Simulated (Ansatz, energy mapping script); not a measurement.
## CoO: energy mapping under PBEsol+U (1.16 eV)

How strongly do the moments of CoO couple under PBEsol+U (1.16 eV)? The plan is to run several orders and fit a Heisenberg model.

Method: PBEsol with U = 1.16 eV on Co d, ortho-atomic projectors; plane waves, U on orthogonalised atomic orbitals unless named otherwise, collinear spin, no spin–orbit coupling, in Ansatz 0.2.0.

**Measured values to reproduce.**

For CoO, rock salt (literature value), “On the Elastic Anisotropy of the Entropy-Stabilized Oxide (Mg, Co, Ni, Cu, Zn)O” (2020, arxiv:2004.06613) quotes earlier work: ordering temperature (Neel temperature) 291 K [literature value quoted in the paper's theory part].

## (1) Set-up

It takes space group Fm-3m (No. 225, cubic). Conventional cell: a = 4.263 Å, b = 4.263 Å, c = 4.263 Å, α = 90.00°, β = 90.00°, γ = 90.00°. Nearest to Co lie 6 O at 2.13 Å. O has 6 Co at 2.13 Å nearest. Farther neighbours and most contacts between anions are not listed.

A Hubbard U penalises fractional filling of the shell. It raises the cost of virtual hops to the neighbours, so couplings that rest on such hops usually weaken.

## (2) A first run with parallel moments

One run in the crystal's own cell, under PBEsol with U = 2.8 eV on Co d, ortho-atomic projectors, shows which elements keep a moment. Transition or f elements with 0.3 μB or more enter the spin model; moments induced on other atoms do not.

Contents of input.yaml:

```yaml
crystal:
  lattice:
    - [0.0, 2.1315, 2.1315]
    - [2.1315, 0.0, 2.1315]
    - [2.1315, 2.1315, 0.0]
  atoms:
    - { symbol: Co, position: [0.0, 0.0, 0.0], spin: 3.0 }
    - { symbol: O, position: [0.5, 0.5, 0.5] }
magnetization:
  spin_polarized: true
kpoints:
  mp_grid: { grid: [10, 10, 10] }
hamiltonian:
  xc: pbesol
  hubbard:
    sites: [{ species: Co, l: d, u_eff: 2.8 }]
    projectors: ortho-atomic
scf:
  occupations: { method: fermi_dirac, width: 0.05 }
output:
  eigenvalues: true
```

The run is started by

```
$ ansatz run input.yaml --threads 4 --pin off --max-ram 8192MiB --backend cpu --events-out ev --progress --plain --runs-dir out
```

Numbers of over 12 decimals in the logs are rounded to 6 here.

The log of the run:

```text
Engine: ansatz 0.2.0, aarch64-unknown-linux-gnu
Pseudopotentials: kind: paw
Pseudopotential: Co, paw, valence charge 17, recommended cutoff 420 eV (normal), Co.paw.azcp
Pseudopotential: O, paw, valence charge 6, recommended cutoff 420 eV (normal), O.paw.azcp
Functional definition: PBEsol
  exchange = pbesol_x
  correlation = pbesol_c
Crystal: 2 atoms, lattice volume = 19.368 Å³
Basis set: ecut = 420 eV, 339 PW (Γ)
Bands: 17, of which v1, the nominal top of the filled ones, is band 12 counted from 1 (11 counted from 0)
Symmetry: 48 space group operations
Space group: Fm-3m (ITA 225), of the structure as read, at distance tolerance 2.7e-5 Å
Magnetic group: BNS 225.116 (UNI 1618), of the structure as read, at distance tolerance 2.7e-5 Å
k-points: 47 of 1000
Non-local potential: Co, projectors of the file, l = 0: 3, l = 1: 2, l = 2: 3, l = 3: 1
Non-local potential: O, projectors of the file, l = 0: 2, l = 1: 2, l = 2: 1
PAW form: soft (Blöchl's): semilocal exchange-correlation on the pseudo side does not see the compensation charge
PAW frozen core: Co, regenerated for the run's functional, and the local potential with it (the file was generated under x = pbe(κ = 0.804, μ = 0.219515), c = pbe(β = 0.066725))
PAW frozen core: O, regenerated for the run's functional, and the local potential with it (the file was generated under x = pbe(κ = 0.804, μ = 0.219515), c = pbe(β = 0.066725))
PAW one-centre angular grid: Co, 590 points (default); XC on 64 Gauss nodes
PAW one-centre angular grid: O, 110 points (default); XC on 64 Gauss nodes
Initial density: superposition of atomic densities (chi_scale 0.1, normalization cell, long waves kept (reshape's long-wave potential 0.00 eV rms))
Starting moments: Σ|m| = 3 μB on 1 of 2 sites
Initial wavefunctions: pseudopotential atomic-orbital guess
Functional: x = pbesol(κ = 0.804, μ = 0.123457), c = pbesol(β = 0.046)
SCF iter   1: F=—  HF=-5652.548320 eV  |F-HF|=—  |Δ(HF+E_count)|=         —  Δρ=3.56e-1 (↑1.05e-1 ↓3.56e-1)  dr2=2.94e1  dr2_m=4.01e0  M=1.541 μB ∫|m|=1.541 μB  β_m=0.30  ethr=3.10e-3  ⟨swp⟩=5.6  Hψ=6963  notcnv=0
preconditioner: auto → none  [metal: Δε(μ)=0.004 eV  Ē_g=14.459 eV  σ=0.050 eV  W_gap=0.02  n_scr=8 (ndim 8)  ℏωp=32.7 eV  f_vac=0.000  D(μ)=3.78/eV (n_scr^D=64)  sad-step TF]
SCF iter   2: F=—  HF=-5650.648356 eV  |F-HF|=—  |Δ(HF+E_count)|=    1.90e0  Δρ=1.14e-1 (↑5.86e-2 ↓1.14e-1)  dr2=1.60e0  dr2_m=6.36e-1  M=3.000 μB ∫|m|=3.001 μB  β_m=1.00  ethr=3.10e-3  ⟨swp⟩=3.0  Hψ=4331  notcnv=0  defer=35
SCF iter   3: F=—  HF=-5650.450282 eV  |F-HF|=—  |Δ(HF+E_count)|=   1.98e-1  Δρ=3.75e-2 (↑3.75e-2 ↓3.42e-2)  dr2=3.63e-1  dr2_m=6.83e-3  M=3.000 μB ∫|m|=3.007 μB  β_m=0.30  ethr=3.10e-3  ⟨swp⟩=2.5  Hψ=3467  notcnv=0  defer=29
[...]
SCF iter   8: F=—  HF=-5650.917590 eV  |F-HF|=—  |Δ(HF+E_count)|=   2.01e-4  Δρ=5.30e-4 (↑2.40e-4 ↓5.30e-4)  dr2=2.86e-5  dr2_m=1.71e-5  M=2.951 μB ∫|m|=2.967 μB  β_m=0.62  ethr=2.96e-7  ⟨swp⟩=2.5  Hψ=2753  notcnv=0  defer=54
SCF iter   9: F=—  HF=-5650.917624 eV  |F-HF|=—  |Δ(HF+E_count)|=   3.41e-5  Δρ=4.64e-4 (↑3.08e-4 ↓4.64e-4)  dr2=1.34e-5  dr2_m=2.25e-5  M=2.947 μB ∫|m|=2.963 μB  β_m=0.81  ethr=1.24e-7  ⟨swp⟩=2.1  Hψ=2112  notcnv=0  defer=54
[...]
SCF 1 converged in 13 iterations: F = -5650.917636 eV  dr2 = 6.79e-11
[...]
Symmetry: 12 space group operations
k-points: 116 of 1000
[...]
Starting moments: Σ|m| = 3 μB on 1 of 2 sites; this step starts from the density that it was given
[...]
SCF 2 converged in 6 iterations: F = -5651.482462 eV  dr2 = 7.88e-9
[...]
SCF 3 converged in 2 iterations: F = -5651.482462 eV  dr2 = 1.13e-9
Symmetry: 4 space group operations
k-points: 282 of 1000
[...]
SCF 4 converged in 4 iterations: F = -5651.482462 eV  dr2 = 1.28e-8
an SCF along what the orbitals of the run's state read of its open shells (or to have them read: on a GPU, or by another smearing), with 44 of the crystal's symmetry operations given up (282 k-points in place of 47), reached no lower state that the run goes on to. This is no proof of a minimum
SCF converged after 2 iterations
Magnetization: 3.0000 μB (13.0000 up, 10.0000 down)
Absolute magnetization: 3.0065 μB (∫|ρ↑−ρ↓|, with the PAW one-centre terms)
Spin contamination: 0.0036 ħ² per cell (⟨S²⟩ above its minimum at these occupations)
Per-site moments (μB) at R_I (Å): [(2.582148, 0.87924375), (0.254092, 0.87924375)]
Free energy (F): -5651.482462 eV
Harris-Foulkes:  -5651.482462 eV  (|F-HF|=8.31e-10)
Internal energy: -5651.482460 eV  (E = F + TS)
E sigma→0 (E₀):  -5651.482461 eV
Entropy (-TS):   -0.000002 eV (-0.001 meV/atom)
Fermi energy:    13.826172 eV
--- Per-component energies (eV) ---
  E_band       = -317.364788
  E_kinetic    = 616.364042
  E_local      = -3434.238309  (includes V_loc(G=0)·N_el)
  E_nonlocal   = 516.360839
  E_hartree    = 1406.076618
  E_xc         = -226.223874
  E_vxc        = -292.208703  (∫ρ·V_xc dr)
  E_hubbard    = 0.507500  (on-site DFT+U / exact-exchange correction)
  E_vhub       = -9.244131  (the Hubbard potential's part of the band-sum identity)
  E_paw        = -1638.490422  (= ΣΔE_a)
  E_vpaw       = -526.554887  (= ΣTr[D̂ρ^β])
  E_aug_tail   = 0.002504  (compensation charges beyond the density's cutoff)
  E_ewald      = -2892.065066
  E_core_change = 0.223707  (= ΣΔE_core)
  E_smearing   = -0.000002  (= −TS)
  E_closure    = -0.000000  (closes the sum)
  Σ components = -5651.482462   (vs F -5651.482462, Δ=0.00e0)
--- Band table (eV; the first three rows and the last of 232) ---
  k-point 0 ↑: bands = [... 8 lower, 9.4476, 9.4476, 10.7908, 10.8521, 10.8521, 14.5511, 30.1124, 31.2387, ... 1 higher]
  k-point 1 ↑: bands = [... 8 lower, 9.1195, 9.4618, 10.5260, 11.1928, 11.2686, 15.2875, 28.3405, 30.9030, ... 1 higher]
  k-point 2 ↑: bands = [... 8 lower, 8.6810, 9.6221, 10.4347, 11.9340, 12.0263, 16.6651, 26.0166, 29.6080, ... 1 higher]
  k-point 115 ↓: bands = [... 8 lower, 12.0141, 12.0141, 15.3299, 17.1257, 17.1257, 18.9149, 23.8565, 27.3810, ... 1 higher]
Occupation matrices written to <dir>
```

The job ended after 12 s (4 threads of Arm Neoverse V2, shared host; peak memory 0.81 GiB; 44 s of CPU time).

Spin moment in the sphere by atom:

| atom | spin moment in the sphere (μB) |
| --- | --- |
| Co1 | 2.58 |
| O2 | 0.25 |

The run ends ferromagnetic; Co carries the moments.

## (3) A run to fix the orbital filling

A corrected shell can settle in several orbital fillings. One parallel run, with an occupation width a fifth wider than the orders use, therefore is to supply the occupation matrices. All orders start from them.

input.yaml, the sections that differ from step 2:

```yaml
kpoints:
  mp_grid: { grid: [9, 9, 9] }
hamiltonian:
  xc: pbesol
  hubbard:
    sites: [{ species: Co, l: d, u_eff: 1.16 }]
    projectors: ortho-atomic
scf:
  occupations: { method: fermi_dirac, width: 0.06 }
# crystal, magnetization, output: as in step 2
```

The log of the run:

```text
[...]
Crystal: 2 atoms, lattice volume = 19.368 Å³
Basis set: ecut = 420 eV, 339 PW (Γ)
Bands: 17, of which v1, the nominal top of the filled ones, is band 12 counted from 1 (11 counted from 0)
Symmetry: 48 space group operations
[...]
k-points: 35 of 729
[...]
Starting moments: Σ|m| = 3 μB on 1 of 2 sites
[...]
SCF iter   1: F=—  HF=-5653.945730 eV  |F-HF|=—  |Δ(HF+E_count)|=         —  Δρ=3.84e-1 (↑1.09e-1 ↓3.84e-1)  dr2=3.25e1  dr2_m=5.18e0  M=1.325 μB ∫|m|=1.325 μB  β_m=0.30  ethr=3.10e-3  ⟨swp⟩=5.6  Hψ=5131  notcnv=0
[...]
SCF iter  12: F=-5651.692163 eV  HF=-5651.692163 eV  |F-HF|=2.77e-9  |Δ(HF+E_count)|=   9.30e-8  Δρ=9.38e-6 (↑8.25e-6 ↓9.38e-6)  dr2=3.26e-9  dr2_m=1.26e-8  M=2.961 μB ∫|m|=2.977 μB  ethr=3.43e-10  ⟨swp⟩=2.3  Hψ=2681  notcnv=0
SCF 1 converged in 12 iterations: F = -5651.692163 eV  dr2 = 3.26e-9
[...]
Symmetry: 12 space group operations
k-points: 85 of 729
[...]
SCF 2 converged in 6 iterations: F = -5651.820086 eV  dr2 = 1.77e-9
[...]
SCF 3 converged in 2 iterations: F = -5651.820086 eV  dr2 = 7.50e-10
Symmetry: 4 space group operations
k-points: 205 of 729
[...]
SCF converged after 2 iterations
Magnetization: 2.9709 μB (12.9854 up, 10.0146 down)
Absolute magnetization: 2.9806 μB (∫|ρ↑−ρ↓|, with the PAW one-centre terms)
[...]
Per-site moments (μB) at R_I (Å): [(2.530911, 0.87924375), (0.292811, 0.87924375)]
Free energy (F): -5651.820086 eV
[...]
Internal energy: -5651.815743 eV  (E = F + TS)
E sigma→0 (E₀):  -5651.817914 eV
Entropy (-TS):   -0.004343 eV (-2.172 meV/atom)
Fermi energy:    13.633586 eV
[...]
--- Band table (eV; the first three rows and the last of 170) ---
  k-point 0 ↑: bands = [... 8 lower, 10.3427, 10.3427, 10.6192, 10.6825, 10.6825, 14.5214, 30.1372, 31.2823, ... 1 higher]
  k-point 1 ↑: bands = [... 8 lower, 9.6000, 10.3542, 10.8305, 11.3468, 11.4413, 15.3782, 28.1000, 30.8428, ... 1 higher]
  k-point 2 ↑: bands = [... 8 lower, 9.6276, 10.5713, 11.0592, 12.2967, 12.3959, 16.9060, 25.5605, 29.3050, ... 1 higher]
  k-point 84 ↓: bands = [... 8 lower, 12.8372, 12.8899, 14.6026, 16.2277, 16.6234, 19.6891, 23.6391, 26.4573, ... 1 higher]
Occupation matrices written to <dir>
```

Wall time 9.9 s (4 threads); peak memory 0.68 GiB.

Read from the output:

| Item | Value |
| --- | --- |
| final state | ferromagnetic |
| electrons in the corrected shells | 7.381 e |
| largest moment | 2.531 μB |

## (4) Run 1 (parallel; cell A, 4 atoms)

Each cell gets its own parallel run on the same mesh, so that most of the mesh error cancels in the differences.

Contents of input.yaml:

```yaml
crystal:
  lattice:
    - [0.0, -2.1315, -2.1315]
    - [0.0, 2.1315, -2.1315]
    - [4.263, 0.0, 0.0]
  atoms:
    - { symbol: Co, position: [0.5, 0.5, 0.5], spin: 3.0 }
    - { symbol: Co, position: [0.0, 0.0, 0.0], spin: 3.0 }
    - { symbol: O, position: [0.5, 0.5, 0.0] }
    - { symbol: O, position: [0.0, 0.0, 0.5] }
magnetization:
  spin_polarized: true
kpoints:
  mp_grid: { grid: [7, 7, 5] }
hamiltonian:
  xc: pbesol
  hubbard:
    sites:
      - { species: Co, l: d, u_eff: 1.16 }
      - { site: 0, l: d, u_eff: 1.16, starting_ns: [{ spin: up, occupation_matrix: co1_major }, { spin: down, occupation_matrix: co1_minor }] }
      - { site: 1, l: d, u_eff: 1.16, starting_ns: [{ spin: up, occupation_matrix: co1_major }, { spin: down, occupation_matrix: co1_minor }] }
    projectors: ortho-atomic
    occupation_matrices:
      co1_major:
        matrix:
          - [0.993, 0.0, 0.0, 0.0, 0.0]
          - [0.0, 0.998, 0.0, 0.0, 0.0]
          - [0.0, 0.0, 0.998, 0.0, 0.0]
          - [0.0, 0.0, 0.0, 0.993, 0.0]
          - [0.0, 0.0, 0.0, 0.0, 0.998]
      co1_minor:
        matrix:
          - [0.202, -0.058, -0.058, 0.0, -0.116]
          - [-0.058, 0.666, -0.27, -0.1, 0.27]
          - [-0.058, -0.27, 0.666, 0.1, 0.27]
          - [0.0, -0.1, 0.1, 0.202, 0.0]
          - [-0.116, 0.27, 0.27, 0.0, 0.666]
scf:
  occupations: { method: fermi_dirac, width: 0.05 }
output:
  eigenvalues: true
  write_density: true
  write_potential: true
  elf: true
  volumetric_format: npy
```

The log of the run:

```text
Warning: crystal.symmetry: narrowed to the stabiliser of the occupation matrices — unitary ops 32 → 4; lowered by the specified shells (site 0, l: d), (site 1, l: d); largest admitted image defect 4.4e-16, smallest excluded 4.6e-4 — at a rounding scale rather than a splitting's, so precision (not physics) most likely lowered the group: (i) a fixed point transcribed at too few decimals — re-emit the block at full precision (to 7 decimals or more, rounded to nearest) from a symmetrised source (a converged report's `n_mat` / `n_mat_spinor`) (of a frozen-density pass: in the run whose state it reads); [rest of the remark cut]
[...]
Crystal: 4 atoms, lattice volume = 38.736 Å³
Basis set: ecut = 420 eV, 727 PW (Γ)
Bands: 32, of which v1, the nominal top of the filled ones, is band 23 counted from 1 (22 counted from 0)
Symmetry: 4 space group operations
k-points: 123 of 245
[...]
Starting moments: Σ|m| = 6 μB on 2 of 4 sites
[...]
SCF iter   1: F=—  HF=-11307.883905 eV  |F-HF|=—  |Δ(HF+E_count)|=         —  Δρ=3.75e-1 (↑1.12e-1 ↓3.75e-1)  dr2=6.14e1  dr2_m=1.01e1  M=2.506 μB ∫|m|=2.507 μB  β_m=0.30  ethr=3.10e-3  ⟨swp⟩=5.6  Hψ=28460  notcnv=0  defer=2
[...]
spin=Collinear: Kerker preconditioning applied to the charge; magnetization (m = ρ↑ − ρ↓) channel mixes plain (no charge-response kernel on spin).
SCF iter   2: F=—  HF=-11303.551482 eV  |F-HF|=—  |Δ(HF+E_count)|=    4.33e0  Δρ=1.35e-1 (↑6.16e-2 ↓1.35e-1)  dr2=3.97e0  dr2_m=1.72e0  M=5.968 μB ∫|m|=5.968 μB  β_m=1.00  ethr=3.10e-3  ⟨swp⟩=3.0  Hψ=18903  notcnv=0  defer=528
[...]
SCF iter  15: F=-11303.637389 eV  HF=-11303.637389 eV  |F-HF|=1.43e-9  |Δ(HF+E_count)|=   1.25e-7  Δρ=9.50e-6 (↑4.36e-6 ↓9.50e-6)  dr2=3.48e-8  dr2_m=6.21e-9  M=5.962 μB ∫|m|=5.983 μB  ethr=2.17e-10  ⟨swp⟩=6.8  Hψ=28851  notcnv=0
SCF 1 converged in 15 iterations: F = -11303.637389 eV  dr2 = 3.48e-8
[...]
SCF converged after 15 iterations
Magnetization: 5.9621 μB (25.9811 up, 20.0189 down)
Absolute magnetization: 5.9818 μB (∫|ρ↑−ρ↓|, with the PAW one-centre terms)
[...]
Per-site moments (μB) at R_I (Å): [(2.537264, 0.87924375), (2.537264, 0.87924375), (0.295902, 0.87924375), (0.295902, 0.87924375)]
Free energy (F): -11303.637389 eV
[...]
Internal energy: -11303.631990 eV  (E = F + TS)
E sigma→0 (E₀):  -11303.634690 eV
Entropy (-TS):   -0.005400 eV (-1.350 meV/atom)
Fermi energy:    13.600799 eV
[...]
--- Specified on-site occupations, and those of the state reported ---
  electrons in the specified blocks: 14.7640 specified, 14.7579 found
  site 1 (l=d) ↓: largest change of an orbital's occupation 0.0064; electrons 2.4020 specified, 2.3964 found; spectral distance 0.0056
[...]
site 0 (l=d) ↑: largest change of an orbital's occupation 0.0021; electrons 4.9800 specified, 4.9826 found; spectral distance 0.0025
[...]
--- Band table (eV; the first three rows and the last of 246) ---
  k-point 0 ↑: bands = [... 19 lower, 10.3377, 10.6233, 10.6867, 10.6871, 10.7055, 10.7621, 11.3953, 14.5215, ... 5 higher]
  k-point 1 ↑: bands = [... 19 lower, 10.1342, 10.8983, 10.9267, 11.0671, 11.1481, 11.2214, 11.5108, 15.5148, ... 5 higher]
  k-point 2 ↑: bands = [... 19 lower, 10.0452, 11.1639, 11.1913, 11.4589, 11.5015, 11.5650, 11.6626, 17.4834, ... 5 higher]
  k-point 122 ↓: bands = [... 19 lower, 13.2134, 14.3405, 14.4239, 15.5137, 15.5211, 16.0418, 16.1059, 20.0521, ... 5 higher]
Occupation matrices written to <dir>
```

Wall time 6.1 s (4 threads); peak memory 0.53 GiB.

Spin moment in the sphere by atom:

| atom | spin moment in the sphere (μB) |
| --- | --- |
| Co1 | 2.54 |
| Co2 | 2.54 |
| O3 | 0.30 |
| O4 | 0.30 |

The run ends ferromagnetic.

Spin density in the ac plane of the conventional cell at fractional y = 0.000, with atoms of Co and O within 0.2 Å of it.

Ten even steps from '0' (0.00 × 1e0 e/Å³) to '9' (8.71 × 1e0 e/Å³), each cell a mean:
```
62000000000004
10000000000000
00000000000000
00000000000000
00000000000000
00000023100000
00000169300000
00000046200000
00000001000000
00000000000000
00000000000000
00000000000000
31000000000002
93000000000016
```
Columns run along a (4.3 Å), rows up along c (4.3 Å), edges of the conventional cell, whose origin can differ from the input's. Atoms in or near the plane, at fractional coordinates: Co at (0.50, 0.50), Co at (0.00, 0.00), O at (0.00, 0.50), O at (0.50, 0.00).

ELF in the ac plane of the conventional cell at fractional y = 0.000, with atoms of Co and O within 0.2 Å of it. It is the smooth field of the valence electrons, not physical close to the nuclei.

Ten even steps from '0' (0.10) to '9' (0.97), each cell a mean:
```
96104765772048
42003677751024
00001345420000
22100000000012
76410012100257
67620267510477
36720499720575
57720489610476
77510244200367
54200000000134
00000122210000
21002577641001
75104776762026
97205753672049
```
Columns run along a (4.3 Å), rows up along c (4.3 Å), edges of the conventional cell, whose origin can differ from the input's. Atoms in or near the plane, at fractional coordinates: Co at (0.50, 0.50), Co at (0.00, 0.00), O at (0.00, 0.50), O at (0.50, 0.00).

[end of part 1 of 3]

[Logs and program files are shortened in this print: banners, set-up blocks, solver, clock and traceback lines can be left out without a mark of their own.]

[Logs are printed without paths, hosts, clocks, repeated set-up lines and the standing remarks that a program may print on its own settings, such as how far it seeks lower states.]

[Hosts, paths, dates, database ids (printed as entryN), source tags and the programs' standing remarks are cut or masked in the printed files.]

[Where a cell is said to come from a database of computed structures, the database is the Materials Project.]
